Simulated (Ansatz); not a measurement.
# TlBiSe3 (model cell, started as cubic perovskite with Bi in the octahedra): a soft mode frozen in, part 2 of 3

Aim: this structure of TlBiSe3 (model cell, started as cubic perovskite with Bi in the octahedra) is to be tested for unstable modes, and one is followed downhill.

Ansatz 0.2.0; DFT PBEsol, scalar-relativistic, plane waves, PAW; PAW set soft_1.

So far, highest frequency on the path or at a solved wavevector (cm⁻¹): step 2 (phonons on a q mesh) 178. Also lowest frequency on the path (cm⁻¹): step 2 -88.9.

The structure was built from a prototype and need not be the compound's stable phase.

**4. The mode frozen in, largest atomic shift 0.6 Å**

The atoms are moved along the unstable eigenvector, the largest shift by 0.6 Å, with the cell fixed.

The input, input.yaml:

```yaml
crystal:
  lattice:
    - [-5.4560481392, 0.0, 0.0]
    - [0.0, -5.4560481392, -5.4560481392]
    - [0.0, -5.4560481392, 5.4560481392]
  atoms:
    - { symbol: Tl, position: [0.0, 0.4959421382, 0.5040578618] }
    - { symbol: Tl, position: [0.0, 0.0040578618, -0.0040578618] }
    - { symbol: Bi, position: [0.5, -0.0070876539, 0.4929123461] }
    - { symbol: Bi, position: [0.5, 0.5070876539, 0.0070876539] }
    - { symbol: Se, position: [0.5, 0.25, 0.25] }
    - { symbol: Se, position: [0.5, 0.75, 0.75] }
    - { symbol: Se, position: [0.5, 0.25, 0.75] }
    - { symbol: Se, position: [0.5, 0.75, 0.25] }
    - { symbol: Se, position: [0.0, 0.0549848521, 0.5549848521] }
    - { symbol: Se, position: [0.0, 0.4450151479, -0.0549848521] }
kpoints:
  mp_grid: { grid: [8, 6, 6] }
hamiltonian:
  xc: pbesol
  pseudopotentials: { kind: paw, azcp: { folder: soft_1 }, xc_functional: pbe }
scf:
  occupations: { method: methfessel_paxton, width: 0.2 }
output:
  forces: true
  stress: true
  eigenvalues: true
```

The run is started by

```
$ ansatz run input.yaml --threads 4 --pin off --max-ram 16384MiB --backend cpu --events-out ev --progress --plain --runs-dir out
```

Numbers of over 12 decimals in the logs are rounded to 6 here.

The program printed:

```text
[...]
Crystal: 10 atoms, lattice volume = 324.836 Å³
Basis set: ecut = 420 eV, 6359 PW (Γ), exchange–correlation on 80×108×108 points (8 copies of the dense FFT grid, shifted against one another)
Bands: 92, of which v1, the nominal top of the filled ones, is band 76 counted from 1 (75 counted from 0)
Symmetry: 8 space group operations
[...]
k-points: 65 of 288
[...]
k-point 0: bands = [... 72 lower, 5.2615, 5.3870, 5.4028, 5.4244, 6.2844, 6.9378, 7.2248, 7.5140, ... 12 higher]
  k-point 1: bands = [... 72 lower, 5.2173, 5.2949, 5.3841, 5.4000, 6.1165, 6.1953, 7.9324, 8.3910, ... 12 higher]
  k-point 2: bands = [... 72 lower, 5.1442, 5.2874, 5.3663, 5.4958, 5.8032, 5.9520, 8.9386, 9.0995, ... 12 higher]
  k-point 64: bands = [... 72 lower, 5.0201, 5.3347, 5.8360, 5.9999, 6.2845, 6.2969, 7.6672, 7.9505, ... 12 higher]
[key lines of the parts left out:]
SCF converged after 10 iterations
Free energy (F): -79628.203675 eV
Fermi energy:    5.857272 eV
P = ⅓ Tr σ = -0.5530 GPa (-5.530 kbar)
```

Elapsed: 27 s, on 4 threads of Arm Neoverse V2, shared host; peak memory 1.7 GiB.

Numbers from this step:

```
pressure                         : -0.5530 GPa
energy from the undistorted cell : -53.46 meV/atom
```

The energy, extrapolated to zero smearing, is -53.46 meV/atom against the undistorted cell.

The run ends at a pressure of -0.55 GPa, with forces up to 0.42 eV/Å.

**5. Energy along the mode, all amplitudes (two of the runs are shown above)**

An imaginary frequency means negative curvature, so the energy should fall and then rise again as anharmonic terms take over.

Numbers from this step:

```
depth at the lowest point sampled  : 53.46 meV/atom
largest atomic shift at that point : 0.6 Å
```

The energy from the parent by largest atomic shift:

```tsv
largest atomic shift (Å)	energy from the parent (meV/atom)
0.000	0
0.040	-0.415
0.080	-1.64
0.140	-4.90
0.220	-11.4
0.320	-22.1
0.450	-37.9
0.600	-53.5
```

Displacement at unit largest shift by atom:

```tsv
atom	x (Å)	y (Å)	z (Å)	size
Tl1	0.00	0.00	0.07	0.07
Tl2	0.00	0.00	-0.07	0.07
Bi3	0.00	0.13	0.00	0.13
Bi4	0.00	-0.13	0.00	0.13
Se5	0.00	0.00	0.00	0.00
Se6	0.00	0.00	0.00	0.00
Se7	0.00	0.00	0.00	0.00
Se8	0.00	0.00	0.00	0.00
Se9	0.00	-1.00	0.00	1.00
Se10	0.00	1.00	0.00	1.00
```

The lowest of the steps tried is the last one, at 0.6 Å, 53.5 meV/atom below the parent; the bottom of the well need not coincide with a step.

**6. Relaxation from the frozen mode**

Starting from the lowest point found, all atoms and the cell are let go, so that strain and other modes of the same symmetry can join in.

Changes to input.yaml since step 4:

```diff
@@ -27 +27,6 @@
   eigenvalues: true
+relax:
+  adjacent_minimum: "off"
+  f_tol: 0.002
+  max_steps: 120
+  cell: { stress_tol: 0.03 }
```

The program printed:

```text
[...]
Crystal: 10 atoms, lattice volume = 324.836 Å³
Basis set: ecut = 420 eV, 6359 PW (Γ), exchange–correlation on 80×108×108 points (8 copies of the dense FFT grid, shifted against one another)
Bands: 92, of which v1, the nominal top of the filled ones, is band 76 counted from 1 (75 counted from 0)
Symmetry: 8 space group operations
[...]
k-points: 65 of 288
[...]
SCF iter   1: F=—  HF=-79630.631610 eV  |F-HF|=—  |Δ(HF+E_count)|=         —  Δρ=3.16e-2  dr2=7.34e0  ethr=3.10e-3  ⟨swp⟩=7.3  Hψ=23789  notcnv=0
[...]
SCF iter  10: F=-79628.203675 eV  HF=-79628.203675 eV  |F-HF|=4.22e-8  |Δ(HF+E_count)|=   1.23e-7  S|Δr|=    0.00e0  Δρ=2.49e-6  dr2=4.64e-8  ethr=6.58e-11  ⟨swp⟩=12.0  Hψ=30630  notcnv=0
SCF 1 converged in 10 iterations: F = -79628.203675 eV  dr2 = 4.64e-8
[...]
relax step   1: F+E_penalty+E_count = -79628.20367473 eV  Δ(F+E_penalty+E_count) = +0.000e0 eV  max|allowed force component| = 4.231e-1 eV/Å  Δτ_max = 0.0000 Å  P = -0.553 GPa  Ω = 324.836 Å³  (10 SCF iters, dr2 threshold 1.00e-7 eV, accepted)
Crystal: 10 atoms, lattice volume = 321.134 Å³
Basis set: ecut = 420 eV, 6261 PW (Γ), exchange–correlation on 80×108×108 points (8 copies of the dense FFT grid, shifted against one another)
[...]
SCF iter   8: F=-79628.498662 eV  HF=-79628.498662 eV  |F-HF|=1.59e-7  |Δ(HF+E_count)|=   1.45e-6  S|Δr|=    0.00e0  Δρ=8.44e-6  dr2=3.00e-7  ethr=6.58e-10  ⟨swp⟩=6.1  Hψ=28953  notcnv=0
SCF 2 converged in 8 iterations: F = -79628.498662 eV  dr2 = 3.00e-7
[...]
relax step   2: F+E_penalty+E_count = -79628.49866232 eV  Δ(F+E_penalty+E_count) = -2.950e-1 eV  max|allowed force component| = 4.035e-1 eV/Å  Δτ_max = 0.1944 Å  P = -0.487 GPa  Ω = 321.134 Å³  energy of the carried Pulay correction = +2.218e-4 eV  (8 SCF iters, dr2 threshold 1.00e-6 eV, accepted)
Crystal: 10 atoms, lattice volume = 314.633 Å³
Basis set: ecut = 420 eV, 6173 PW (Γ), exchange–correlation on 80×108×108 points (8 copies of the dense FFT grid, shifted against one another)
[...]
SCF iter   8: F=-79628.769866 eV  HF=-79628.769866 eV  |F-HF|=5.84e-7  |Δ(HF+E_count)|=   5.25e-6  S|Δr|=    0.00e0  Δρ=1.17e-5  dr2=8.88e-7  ethr=6.58e-10  ⟨swp⟩=9.3  Hψ=37957  notcnv=0
SCF 3 converged in 8 iterations: F = -79628.769866 eV  dr2 = 8.88e-7
relax step   3: F+E_penalty+E_count = -79628.76986568 eV  Δ(F+E_penalty+E_count) = -2.712e-1 eV  max|allowed force component| = 3.282e-1 eV/Å  Δτ_max = 0.1952 Å  P = -0.129 GPa  Ω = 314.633 Å³  energy of the carried Pulay correction = +6.174e-4 eV  (8 SCF iters, dr2 threshold 1.00e-6 eV, accepted)
[... from here on, the SCF cycles and remarks between the steps are left out ...]
relax step   4: F+E_penalty+E_count = -79629.09201796 eV  Δ(F+E_penalty+E_count) = -3.222e-1 eV  max|allowed force component| = 2.880e-1 eV/Å  Δτ_max = 0.1956 Å  P = -0.092 GPa  Ω = 310.106 Å³  energy of the carried Pulay correction = +8.977e-4 eV  (8 SCF iters, dr2 threshold 1.00e-6 eV, accepted)
relax step   5: F+E_penalty+E_count = -79629.29616697 eV  Δ(F+E_penalty+E_count) = -2.041e-1 eV  max|allowed force component| = 6.647e-1 eV/Å  Δτ_max = 0.1990 Å  P = +0.268 GPa  Ω = 303.662 Å³  energy of the carried Pulay correction = +1.304e-3 eV  (8 SCF iters, dr2 threshold 1.00e-6 eV, accepted)
relax step   6: F+E_penalty+E_count = -79629.48458828 eV  Δ(F+E_penalty+E_count) = -1.884e-1 eV  max|allowed force component| = 5.407e-1 eV/Å  Δτ_max = 0.1618 Å  P = +0.033 GPa  Ω = 300.192 Å³  energy of the carried Pulay correction = +1.526e-3 eV  (8 SCF iters, dr2 threshold 1.00e-6 eV, accepted)
relax step   7: F+E_penalty+E_count = -79629.62900819 eV  Δ(F+E_penalty+E_count) = -1.444e-1 eV  max|allowed force component| = 1.951e-1 eV/Å  Δτ_max = 0.0767 Å  P = +0.186 GPa  Ω = 295.880 Å³  energy of the carried Pulay correction = +1.805e-3 eV  (8 SCF iters, dr2 threshold 1.00e-6 eV, accepted)
relax step   8: F+E_penalty+E_count = -79629.64540563 eV  Δ(F+E_penalty+E_count) = -1.640e-2 eV  max|allowed force component| = 1.079e-1 eV/Å  Δτ_max = 0.0448 Å  P = +0.007 GPa  Ω = 296.325 Å³  energy of the carried Pulay correction = +1.776e-3 eV  (7 SCF iters, dr2 threshold 1.00e-6 eV, accepted)
relax step   9: F+E_penalty+E_count = -79629.64796587 eV  Δ(F+E_penalty+E_count) = -2.560e-3 eV  max|allowed force component| = 2.009e-2 eV/Å  Δτ_max = 0.0119 Å  P = -0.023 GPa  Ω = 296.644 Å³  energy of the carried Pulay correction = +1.755e-3 eV  (6 SCF iters, dr2 threshold 7.27e-7 eV, accepted)
relax step  10: F+E_penalty+E_count = -79629.64811649 eV  Δ(F+E_penalty+E_count) = -1.506e-4 eV  max|allowed force component| = 2.895e-2 eV/Å  Δτ_max = 0.0211 Å  P = +0.009 GPa  Ω = 296.324 Å³  energy of the carried Pulay correction = +1.776e-3 eV  (8 SCF iters, dr2 threshold 2.62e-8 eV, accepted)
relax step  11: F+E_penalty+E_count = -79629.64839793 eV  Δ(F+E_penalty+E_count) = -2.814e-4 eV  max|allowed force component| = 2.374e-3 eV/Å  Δτ_max = 0.0093 Å  P = +0.003 GPa  Ω = 296.367 Å³  energy of the carried Pulay correction = +1.773e-3 eV  (7 SCF iters, dr2 threshold 5.24e-8 eV, accepted)
relax step  12: F+E_penalty+E_count = -79629.64839936 eV  Δ(F+E_penalty+E_count) = -1.426e-6 eV  max|allowed force component| = 3.705e-4 eV/Å  Δτ_max = 0.0004 Å  P = -0.002 GPa  Ω = 296.393 Å³  energy of the carried Pulay correction = +1.772e-3 eV  (5 SCF iters, dr2 threshold 3.52e-10 eV, accepted)
relax step  13: F+E_penalty+E_count = -79629.65544870 eV  Δ(F+E_penalty+E_count) = -7.049e-3 eV  max|allowed force component| = 1.122e-3 eV/Å  Δτ_max = 0.0000 Å  P = +0.048 GPa  Ω = 296.393 Å³  stress off target by 1.45e-1 GPa  SCF on the basis re-selected at this cell (its energy is not comparable with the rows above)  (9 SCF iters)
relax step  14: F+E_penalty+E_count = -79629.65631737 eV  Δ(F+E_penalty+E_count) = -8.687e-4 eV  max|allowed force component| = 3.371e-3 eV/Å  Δτ_max = 0.0078 Å  P = +0.019 GPa  Ω = 296.163 Å³  energy of the carried Pulay correction = +1.624e-5 eV  (7 SCF iters, dr2 threshold 5.22e-8 eV, accepted)
relax step  15: F+E_penalty+E_count = -79629.65635881 eV  Δ(F+E_penalty+E_count) = -4.144e-5 eV  max|allowed force component| = 3.949e-4 eV/Å  Δτ_max = 0.0019 Å  P = -0.001 GPa  Ω = 296.222 Å³  energy of the carried Pulay correction = +1.207e-5 eV  (5 SCF iters, dr2 threshold 4.52e-9 eV, accepted)
[...]
SCF iter   6: F=-79629.656349 eV  HF=-79629.656349 eV  |F-HF|=2.91e-11  |Δ(HF+E_count)|=  1.46e-11  S|Δr|=    0.00e0  Δρ=4.24e-8  dr2=7.46e-12  ethr=1.00e-12  ⟨swp⟩=5.1  Hψ=22868  notcnv=0
SCF 16 converged in 6 iterations: F = -79629.656349 eV  dr2 = 7.46e-12
relax step  16: F+E_penalty+E_count = -79629.65634945 eV  Δ(F+E_penalty+E_count) = +9.359e-6 eV  max|allowed force component| = 4.050e-4 eV/Å  Δτ_max = 0.0000 Å  P = -0.001 GPa  Ω = 296.222 Å³  stress off target by 2.97e-3 GPa  SCF on the basis re-selected at this cell (its energy is not comparable with the rows above)  (6 SCF iters)
basis re-selected at this cell: Δ(F+E_penalty+E_count) = +9.359e-6 eV, ΔP = -0.000 GPa vs the last step (what re-selecting the basis moved, of the pressure what is left beyond the Pulay correction that the steps carried, after the strain that the cell walked since its last selection, with what the two solves' SCF thresholds leave and, on support functions, any second-order correction that the steps lacked; it is no m [...]
SCF converged after 6 iterations
[...]
Free energy (F): -79629.656349 eV
[...]
Internal energy: -79629.667710 eV  (E = F + TS)
E sigma→0 (E₀):  -79629.659189 eV
Entropy (-TS):   0.011360 eV (1.136 meV/atom)
Fermi energy:    7.381465 eV
[...]
--- Forces (eV/Å), atoms counted from 1 ---
  atom   1  Tl     0.00000000     0.00000000     0.00028043
  atom   2  Tl     0.00000000     0.00000000    -0.00028043
  atom   3  Bi     0.00000000     0.00040499     0.00000000
  atom   4  Bi     0.00000000    -0.00040499     0.00000000
  atom   5  Se     0.00000000     0.00000000     0.00000000
  atom   6  Se     0.00000000     0.00000000     0.00000000
  atom   7  Se     0.00000000     0.00000000     0.00000000
  atom   8  Se     0.00000000     0.00000000     0.00000000
  atom   9  Se     0.00000000    -0.00014492     0.00000000
  atom  10  Se     0.00000000     0.00014492     0.00000000
  max |Σ_I F_I| component: 5.42e-20 eV/Å
--- Stress (GPa, compression-positive) ---
       -0.000531       0.000000       0.000000
        0.000000       0.000981       0.000000
        0.000000       0.000000      -0.002971
  P = ⅓ Tr σ = -0.0008 GPa (-0.008 kbar)
--- Band table (eV; the first three rows and the last of 65) ---
  k-point 0: bands = [... 72 lower, 6.9589, 7.1326, 7.2057, 7.6783, 8.1736, 8.2958, 8.3209, 8.3853, ... 12 higher]
  k-point 1: bands = [... 72 lower, 6.7531, 7.0310, 7.1292, 7.5979, 7.7302, 8.0404, 8.8160, 9.1009, ... 12 higher]
  k-point 2: bands = [... 72 lower, 6.5873, 7.1286, 7.1484, 7.1699, 7.6058, 7.8493, 9.5115, 9.5330, ... 12 higher]
  k-point 64: bands = [... 72 lower, 6.3124, 6.3479, 6.5433, 7.1823, 7.3190, 8.7907, 8.9266, 9.7797, ... 12 higher]
--- Relaxed structure (14 steps of the walk, 14 accepted, 2 SCFs on fresh bases) ---
  F+E_penalty+E_count = -79629.65634945 eV   max|allowed force component| = 4.050e-4 eV/Å   (the final SCF, on the basis selected at the relaxed cell)
  cell:  # Å, volume = 296.2217 Å³
    - [-4.201814, 0.0, 0.0]
    - [0.0, -6.366636, -5.536560]
    - [0.0, -6.366636, 5.536560]
  atoms:
    - { symbol: Tl, position: [0, 0.514244, 0.485756] }
    - { symbol: Tl, position: [0, -0.014244, 0.014244] }
    - { symbol: Bi, position: [0.5, -0.031718, 0.468282] }
    - { symbol: Bi, position: [0.5, 0.531718, 0.031718] }
    - { symbol: Se, position: [0.5, 0.25, 0.25] }
    - { symbol: Se, position: [0.5, 0.75, 0.75] }
    - { symbol: Se, position: [0.5, 0.25, 0.75] }
    - { symbol: Se, position: [0.5, 0.75, 0.25] }
    - { symbol: Se, position: [0.0, 0.122051, 0.622051] }
    - { symbol: Se, position: [0.0, 0.377949, -0.122051] }
```

It took 8.6 min on 4 threads; peak memory 1.8 GiB; 34 min of CPU time.

The steps of the relaxation:

```tsv
step	energy less that of the first step (eV)	largest force component (eV/Å)	pressure (GPa)	volume (Å³)
1	0.0000	0.4231	-0.55	324.84
2	-0.2950	0.4035	-0.49	321.13
3	-0.5662	0.3282	-0.13	314.63
4	-0.8883	0.2880	-0.09	310.11
5	-1.0925	0.6647	0.27	303.66
6	-1.2809	0.5407	0.03	300.19
7	-1.4253	0.1951	0.19	295.88
8	-1.4417	0.1079	0.01	296.32
9	-1.4443	0.0201	-0.02	296.64
10	-1.4444	0.0290	0.01	296.32
11	-1.4447	0.0024	0.00	296.37
12	-1.4447	0.0004	0.00	296.39
13*	-1.4518	0.0011	0.05	296.39
14	-1.4526	0.0034	0.02	296.16
15	-1.4527	0.0004	0.00	296.22
16*	-1.4527	0.0004	0.00	296.22
```

Relaxation steps marked * repeat the geometry before them on a plane-wave basis chosen anew for their cell, so energy and pressure can jump there.

The run keeps the 8 symmetry operations that it works with, so distortions that break them were not tested.

```tsv
cell as run	before	after	change
a (Å)	5.456	4.202	-23.0 %
b (Å)	7.716	8.437	+9.3 %
c (Å)	7.716	8.437	+9.3 %
α (°)	90.00	82.02	-8.9 %
volume (Å³/atom)	32.48	29.62	-8.8 %
```

The atoms that moved most (Å, as changes of fractional coordinates times the final cell):

```tsv
atom	dx	dy	dz	length
Se9	0.000	-0.854	0.000	0.854
Se10	0.000	0.854	0.000	0.854
Bi3	0.000	0.314	0.000	0.314
Bi4	0.000	-0.314	0.000	0.314
Tl2	0.000	0.000	0.203	0.203
Tl1	0.000	0.000	-0.203	0.203
```

Numbers from this step:

```
pressure        : -8.40e-4 GPa
volume per atom : 29.62 Å³
```

The distorted start has space group Cmmm; the relaxation ends in Cmmm.

**7. The new phase in its own primitive cell**

The relaxed structure is symmetrised, reduced to its primitive cell and relaxed tightly, as its phonons need.

input.yaml, the sections that differ from step 6:

```yaml
crystal:
  lattice:
    - [5.536559838, -6.366636108, 0.0]
    - [5.536559838, 6.366636108, 0.0]
    - [0.0, 0.0, 4.2018138872]
  atoms:
    - { symbol: Tl, position: [0.7357562276, 0.7357562276, 0.0] }
    - { symbol: Tl, position: [0.2642437724, 0.2642437724, 0.0] }
    - { symbol: Bi, position: [0.7182818017, 0.2817181983, 0.5] }
    - { symbol: Bi, position: [0.2817181983, 0.7182818017, 0.5] }
    - { symbol: Se, position: [0.5, 0.0, 0.5] }
    - { symbol: Se, position: [0.0, 0.5, 0.5] }
    - { symbol: Se, position: [0.0, 0.0, 0.5] }
    - { symbol: Se, position: [0.5, 0.5, 0.5] }
    - { symbol: Se, position: [0.8720513142, 0.1279486858, 0.0] }
    - { symbol: Se, position: [0.1279486858, 0.8720513142, 0.0] }
kpoints:
  mp_grid: { grid: [4, 4, 8] }
relax:
  adjacent_minimum: "off"
  f_tol: 0.001
  max_steps: 60
  cell: { stress_tol: 0.01 }
# hamiltonian, scf, output: as in step 6
```

The program printed:

```text
[...]
Crystal: 10 atoms, lattice volume = 296.222 Å³
Basis set: ecut = 420 eV, 5741 PW (Γ), exchange–correlation on 120×120×60 points (8 copies of the dense FFT grid, shifted against one another)
Bands: 92, of which v1, the nominal top of the filled ones, is band 76 counted from 1 (75 counted from 0)
Symmetry: 8 space group operations
[...]
k-points: 35 of 128
[...]
- { symbol: Tl, position: [0.264042, 0.264042, 0] }
    - { symbol: Bi, position: [0.718623, 0.281377, 0.5] }
    - { symbol: Bi, position: [0.281377, 0.718623, 0.5] }
    - { symbol: Se, position: [0.500000, 0, 0.5] }
    - { symbol: Se, position: [0, 0.500000, 0.5] }
    - { symbol: Se, position: [0, 0, 0.5] }
    - { symbol: Se, position: [0.500000, 0.500000, 0.5] }
    - { symbol: Se, position: [0.872009, 0.127991, 0] }
    - { symbol: Se, position: [0.127991, 0.872009, 0] }
[key lines of the parts left out:]
SCF converged after 6 iterations
Free energy (F): -79629.659643 eV
Fermi energy:    7.378028 eV
P = ⅓ Tr σ = 0.0003 GPa (0.003 kbar)
```

Elapsed: 1.9 min, on 4 threads; peak memory 1.3 GiB.

Step by step:

```tsv
step	energy less that of the first step (eV)	largest force component (eV/Å)	pressure (GPa)	volume (Å³)
1	0.0000	0.0107	-0.04	296.22
2	-0.0003	0.0088	0.02	295.97
3	-0.0004	0.0020	0.01	296.16
4	-0.0004	0.0010	0.00	296.23
5	-0.0003	0.0115	0.05	295.96
6	-0.0004	0.0008	0.00	296.24
7*	-0.0004	0.0008	0.00	296.24
```

Relaxation steps marked * repeat the geometry before them on a plane-wave basis chosen anew for their cell, so energy and pressure can jump there. Relaxation step 5 was tried and not accepted.

Forces are held to the 8 operations that the run works with; a distortion that breaks them can't arise in this run.

```tsv
conventional cell, symmetrised	before	after	change
a (Å)	11.073	11.061	-0.1 %
b (Å)	12.733	12.707	-0.2 %
c (Å)	4.202	4.216	+0.3 %
volume (Å³/atom)	29.62	29.62	+0.0 %
```

This step gave:

| Property | Result |
| --- | --- |
| pressure | 2.81e-4 GPa |

The largest force component left is 0.80 meV/Å and the pressure is 0.000 GPa, within the tolerances set. The cell now holds 29.62 Å³/atom.

(Part 2 of 3 ends here.)

[Logs are printed without paths, hosts, clocks, repeated set-up lines and the standing remarks that a program may print on its own settings, such as how far it seeks lower states.]

[Hosts, paths, dates, database ids (printed as entryN), source tags and the programs' standing remarks are cut or masked in the printed files.]
